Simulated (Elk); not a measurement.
Planning a run of Elk 11.2.3 (patched build) on PbS (Galena). The input:

```
tasks
  185
  186
  187

xctype
  20

rgkmax
  8.5

gmaxvr
  18.0

lmaxapw
  10

lmaxo
  8

nxlo
  2

lorbcnd
  .true.

autolinengy
  .true.

tshift
  .false.

ngridk
  6 6 6

vkloff
  0.05 0.15 0.25

nempty
  10

swidth
  0.00551

scissor
  0.02395

gmaxrf
  2.5

wplot
  200 100 0
  0.0 0.3679

optcomp
  1 1
  2 2
  3 3

nvbse
  2

ncbse
  2

sppath
  './'

avec
  0.0000000000 5.6044552541 5.6044552541
  5.6044552541 -0.0000000000 5.6044552541
  5.6044552541 5.6044552541 0.0000000000

atoms
  2
  'Pb.in'
  1
  0.0000000000 0.0000000000 0.0000000000
  'S.in'
  1
  0.5000000000 0.5000000000 0.5000000000
```

The database entry behind the starting cell differs from later determinations by our own check (about 0.1 % short), so it need not match the best structure at ambient conditions.

```sh
OMP_NUM_THREADS=4 elk > log
```

Question: How long will it take on 4 threads of Arm Neoverse V1, shared host, and how much memory?

It took 6 min; on shared hardware allow 3 min to 12 min. Peak host memory was 0.18 GiB.

The kernel grows as the square of the matrix size, and full diagonalisation as its cube.

[Paths, hosts, dates, memory and timing lines, banners, echoed tables and standing remarks are left out of the program output.]

[Logs are printed without paths, hosts, clocks, repeated set-up lines and the standing remarks that a program may print on its own settings, such as how far it seeks lower states.]

[Runs of the session that timed out or met a known fault of the program may be left out.]

[Hosts, paths, dates, database ids (printed as entryN), source tags and the programs' standing remarks are cut or masked in the printed files.]
